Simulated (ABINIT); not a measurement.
# NaCl (Fm-3m): G0W0 in ABINIT against the exchange cutoff

How does the gap of NaCl (Fm-3m) converge in the exchange cutoff?

Method: PBE and many-body steps on it, plane waves, in ABINIT 10.8.3.

Most raw output is cut from this account.

The database entry behind the starting cell differs from later determinations by our own check (an axis about 0.4 % short against later determinations), so it need not match the best structure at ambient conditions.

**1. Starting point**

Symmetry: Fm-3m, No. 225, cubic system. Conventional cell: a = 5.620 Å, b = 5.620 Å, c = 5.620 Å, α = 90.00°, β = 90.00°, γ = 90.00°. Nearest to Na lie 6 Cl at 2.81 Å. Nearest to Cl lie 6 Na at 2.81 Å. Farther neighbours and most contacts between anions are not listed.

The cell and positions come from the Crystallography Open Database and are kept as given unless a step says otherwise.

**2. Screening, 4×4×4 mesh, 26 bands, screening to 106.1 eV**

This step: ABINIT 10.8.3; RPA screening on PBE, plane waves, norm-conserving pseudopotentials.

The RPA dielectric matrix is built and inverted for each q.

File run.abi:

```
acell 3*1.0 Angstrom
rprim 
  0.000000000000 2.810000000000 2.810000000000
  2.810000000000 0.000000000000 2.810000000000
  2.810000000000 2.810000000000 0.000000000000
ntypat 2
znucl 11 17
natom 2
typat 1 2
xred 
  0.000000000000 0.000000000000 0.000000000000
  0.500000000000 0.500000000000 0.500000000000
pp_dirpath "pseudos"
pseudos "Na.upf, Cl.upf"
ecut 38
ngkpt 4 4 4
nshiftk 1
shiftk 0 0 0
kptopt 1
chksymbreak 0
istwfk *1
occopt 1
irdwfk 1
optdriver 3
nband 26
ecuteps 3.9
inclvkb 2
awtr 1
symchi 1
indata_prefix "in"
outdata_prefix "out"
tmpdata_prefix "tmp"
```

Launch:

```sh
$ OMP_NUM_THREADS=1 mpirun -n 4 abinit run.abi > log
```

The job ended after 16 s (4 MPI ranks of Arm Neoverse N1, shared host; peak memory 0.47 GiB).

Numbers from this step:

```yaml
eps_infinity_with_local_fields_on_this_mesh_along_the_program_s_q_direction: 2.353
the_same_without_local_fields: 2.771
plasma_frequency: 22.30 eV
plane_waves_in_the_screening_matrix: 113
```

Local fields lower ε∞ by 15 %. On a Γ-centred mesh this coarse the value itself is usually too large, while a short band sum pulls it down.

**3. 3.8 Ha**

This step: G0W0 on PBE, plane waves, norm-conserving pseudopotentials.

run.abi: that of step 2 with these lines changed.

```diff
@@ -23,8 +23,15 @@
 irdwfk 1
-optdriver 3
+optdriver 4
 nband 26
+gwcalctyp 0
+ecutsigx 3.8
+symsigma 1
+nkptgw 1
+kptgw 
+  0.0000000000 0.0000000000 0.0000000000
+bdgw 
+  6 12
 ecuteps 3.9
-inclvkb 2
-awtr 1
-symchi 1
+irdscr 1
+ppmodel 1
 indata_prefix "in"
```

Wall time 5.7 s (4 MPI ranks); peak memory 0.19 GiB; 16 s of CPU time.

This step gave:

| Quantity | Value |
| --- | --- |
| G0W0 gap on the points computed | 8.04 eV |
| starting gap on the mesh | 5.150 eV |
| k of the valence top | 0, 0, 0 |
| k of the conduction bottom | 0, 0, 0 |
| Z at the valence top | 0.816 |
| Z at the conduction bottom | 0.869 |
| least direct G0W0 gap on the computed points | 8.04 eV |

**4. 7.6 Ha**

run.abi: that of step 3 with these lines changed.

```diff
@@ -26,3 +26,3 @@
 gwcalctyp 0
-ecutsigx 3.8
+ecutsigx 7.6
 symsigma 1
```

Wall time 5.5 s (4 MPI ranks); peak memory 0.22 GiB; 15 s of CPU time.

Numbers from this step:

| Item | Value |
| --- | --- |
| G0W0 gap on the points computed | 8.053 eV |
| starting gap on the mesh | 5.150 eV |
| k of the valence top | 0, 0, 0 |
| k of the conduction bottom | 0, 0, 0 |
| Z at the valence top | 0.816 |
| Z at the conduction bottom | 0.869 |
| least direct G0W0 gap on the computed points | 8.053 eV |

**5. 15.2 Ha**

The self-energy is evaluated for the states that the input lists, and the levels follow from it, in one-shot runs by the linearised quasiparticle equation.

run.abi: that of step 4 with these lines changed.

```diff
@@ -26,3 +26,3 @@
 gwcalctyp 0
-ecutsigx 7.6
+ecutsigx 15.2
 symsigma 1
```

Wall time 7.1 s (4 MPI ranks); peak memory 0.49 GiB; 19 s of CPU time.

Numbers from this step:

```yaml
g0w0_gap_on_the_points_computed: 7.943 eV
starting_gap_on_the_mesh: 5.150 eV
k_of_the_valence_top: 0, 0, 0
k_of_the_conduction_bottom: 0, 0, 0
least_direct_g0w0_gap_on_the_computed_points: 7.943 eV
```

The gap on the mesh goes from 5.15 eV to 7.94 eV, a correction of +2.79 eV.

**6. 26.6 Ha**

run.abi: that of step 5 with these lines changed.

```diff
@@ -26,3 +26,3 @@
 gwcalctyp 0
-ecutsigx 15.2
+ecutsigx 26.6
 symsigma 1
```

The job ended after 5.4 s (4 MPI ranks; peak memory 0.19 GiB; 17 s of CPU time).

Numbers from this step:

* G0W0 gap on the points computed: 7.92 eV
* starting gap on the mesh: 5.150 eV
* k of the valence top: 0, 0, 0
* k of the conduction bottom: 0, 0, 0
* least direct G0W0 gap on the computed points: 7.92 eV

Against the run before, the gap moves by −0.023 eV.

**7. 38 Ha**

run.abi: that of step 6 with these lines changed.

```diff
@@ -26,3 +26,3 @@
 gwcalctyp 0
-ecutsigx 26.6
+ecutsigx 38
 symsigma 1
```

It took 6.3 s on 4 MPI ranks; peak memory 0.52 GiB.

Numbers from this step:

| Item | Value |
| --- | --- |
| G0W0 gap on the points computed | 7.919 eV |
| starting gap on the mesh | 5.150 eV |
| k of the valence top | 0, 0, 0 |
| k of the conduction bottom | 0, 0, 0 |
| least direct G0W0 gap on the computed points | 7.919 eV |

Against the run before, the gap moves by −0.001 eV.

**8. Side by side**

Times are wall times on 4 MPI ranks of Arm Neoverse N1, shared host. The host was busy with other work, so they are no guide to cost. A run's time includes the screening step that it read.

```csv
run,mesh,bands,screening cutoff (eV),DFT gap (eV),gap on the mesh (eV),direct (eV),ε∞ used,time
3.8 Ha,4×4×4,26,106.1,5.150,8.040,8.040,2.35,21 s
7.6 Ha,4×4×4,26,106.1,5.150,8.053,8.053,2.35,21 s
15.2 Ha,4×4×4,26,106.1,5.150,7.943,7.943,2.35,23 s
26.6 Ha,4×4×4,26,106.1,5.150,7.920,7.920,2.35,21 s
38 Ha,4×4×4,26,106.1,5.150,7.919,7.919,2.35,22 s
```

**9. Outcome**

| Item | Value |
| --- | --- |
| 3.8 Ha | 8.040 eV |
| 7.6 Ha | 8.053 eV |
| 15.2 Ha | 7.943 eV |
| 26.6 Ha | 7.920 eV |
| 38 Ha | 7.919 eV |
| known limits | not at the basis limit; coarse k mesh |

**Reading.** The setting moved: exchange cutoff. From 3.8 Ha to 38 Ha the gap moves by −0.12 eV. It holds to 0.03 eV from 15.2 Ha on. Bands and screening cutoff are coupled, so a series along one setting does not show full convergence. Below the screening cutoff the correlation part is cut too. Bands and cutoff are finite, so the gap is not at the basis limit. The miss can reach some tenths of an eV and take either sign; the mesh is an error of its own. In the G0W0 runs levels were corrected at 1 k point alone, so a gap called «on the mesh» is the least over those, and an edge elsewhere would be missed. The 4×4×4 mesh is coarse for this cell, which bears on the long-range parts of exchange and screening.

[Paths, hosts, dates, memory and timing lines, banners, echoed tables and standing remarks are left out of the program output.]

[Logs are printed without paths, hosts, clocks, repeated set-up lines and the standing remarks that a program may print on its own settings, such as how far it seeks lower states.]

[Runs of the session that timed out or met a known fault of the program may be left out.]

[Hosts, paths, dates, database ids (printed as entryN), source tags and the programs' standing remarks are cut or masked in the printed files.]

[G0W0 gaps are taken among the corrected bands and points alone; a level outside them can change the order at an edge.]

[Where Ansatz stands beside ABINIT at settings called matched, ABINIT's density can come from a denser mesh and the files from another edition; pairs whose starting gaps differed by over 0.03 eV were left out, so agreement reads better than it is.]
